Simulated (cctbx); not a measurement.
# A disordered crystal of nominal Dy2Cd3Ge5

Cell a = 11.7250 Å, b = 12.7500 Å, c = 6.1970 Å, α = 90.00°, β = 119.42°, γ = 90.00°; space group C2/c (no. 15); nominal formula Dy2Cd3Ge5.

The data are simulated with cctbx, not measured: Ag Kα, λ = 0.56087 Å, to d = 0.75 Å, 50 % of the full sphere, strongest reflection 5000 counts, noise from counting, a 4 % proportional error and a noise floor of 15 counts (s.d.); no absorption.

With every site full:

```text
Rint 0.088, 944 unique reflections to 0.75 A
cycle     R1     wR2    GooF  max shift (A)
   1  0.1235  0.2462   2.378   0.00642
   2  0.0529  0.1065   1.029   0.00001
final R1 0.0529 wR2 0.1065 GooF 1.029  parameters 47  data/parameter 20.1
atom        x        y        z      Ueq    occ   su(xyz)  su(Uiso or U11)
Dy1    0.73069  0.86178  0.23089   0.0104  1.000  0.00022  0.0005
Cd2    0.60197  0.86272  0.63019   0.0036  1.000  0.00028  0.0006
Cd3    0.50000  0.49532  0.25000   0.0079  1.000  0.00020  0.0011
Ge1    0.83373  0.09843  0.32798   0.0084  1.000  0.00044  0.0012
Ge2    0.50000  0.71926  0.75000   0.0087  1.000  0.00030  0.0016
Ge3    0.50000  0.72755  0.25000   0.0099  1.000  0.00031  0.0016
Ge4    0.50000  0.99302  0.25000   0.0096  1.000  0.00030  0.0018
difference map: max 5.98 min -6.12 rms 1.56
Q1    0.2190  0.2374  0.9003    8    6.26  1.76 A from Dy1
Q2    0.1107  0.4216  0.9822    8    5.94  1.67 A from Dy1
Q3    0.0344  0.4372  0.1594    8    5.53  1.10 A from Ge4
Q4    0.0261  0.3829  0.4849    8    5.34  0.94 A from Cd2
Q5    0.1502  0.0288  0.4496    8    5.18  1.64 A from Cd3
Q6    0.1976  0.1693  0.5695    8    5.02  1.17 A from Dy1
```

With the occupancies of the suspect sites free, each still typed as its main element:

```text
Rint 0.088, 944 unique reflections to 0.75 A
cycle     R1     wR2    GooF  max shift (A)
   1  0.0733  0.1481   1.432   0.00200
   4  0.0497  0.0997   0.964   0.00007
final R1 0.0497 wR2 0.0997 GooF 0.964  parameters 49  data/parameter 19.3
atom        x        y        z      Ueq    occ   su(xyz)  su(Uiso or U11)
Dy1    0.73079  0.86180  0.23100   0.0082  0.945  0.00021  0.0005
Cd2    0.60197  0.86275  0.63017   0.0071  1.061  0.00026  0.0007
Cd3    0.50000  0.49531  0.25000   0.0085  1.000  0.00019  0.0011
Ge1    0.83347  0.09853  0.32763   0.0090  1.000  0.00041  0.0011
Ge2    0.50000  0.71925  0.75000   0.0095  1.000  0.00028  0.0015
Ge3    0.50000  0.72761  0.25000   0.0107  1.000  0.00029  0.0016
Ge4    0.50000  0.99298  0.25000   0.0099  1.000  0.00028  0.0016
su of occupancy Dy1: 0.008
su of occupancy Cd2: 0.010
difference map: max 5.62 min -6.35 rms 1.51
Q1    0.0336  0.4385  0.1596    8    5.92  1.08 A from Ge4
Q2    0.2180  0.2381  0.8988    8    5.77  1.76 A from Dy1
Q3    0.0237  0.3816  0.4818    8    5.71  0.96 A from Cd2
Q4    0.1935  0.4771  0.3103    8    5.50  1.67 A from Dy1
Q5    0.1966  0.4076  0.1659    8    5.38  0.71 A from Dy1
Q6    0.1102  0.4199  0.9824    8    5.12  1.67 A from Dy1
```

**Question.** What is the disorder?

X-rays count electrons. Dy1 refines to 0.945(0.008), or 62.4 electrons; the site truly holds 0.85 Dy and 0.15 Cd, 63.3 electrons, which is 0.959 of Dy; Cd2 refines to 1.061(0.010), or 50.9 electrons; the site truly holds 0.85 Cd and 0.15 Dy, 50.7 electrons, which is 1.056 of Cd. A value under 1 can't tell vacancies from a lighter guest, and one over 1 needs a heavier guest; chemistry or a second radiation must settle which. Occupancy correlates with U and the scale, and the two elements' form factors differ in shape, so the match is approximate.

Freeing them takes R1 from 0.0529 to 0.0497 and GooF from 1.03 to 0.96.

The model was made for the exercise: a known structure type with other elements put in, its volume estimated, not relaxed; displacement parameters are assumed.

[Middle refinement cycles are left out of these outputs.]

[Logs are printed without paths, hosts, clocks, repeated set-up lines and the standing remarks that a program may print on its own settings, such as how far it seeks lower states.]
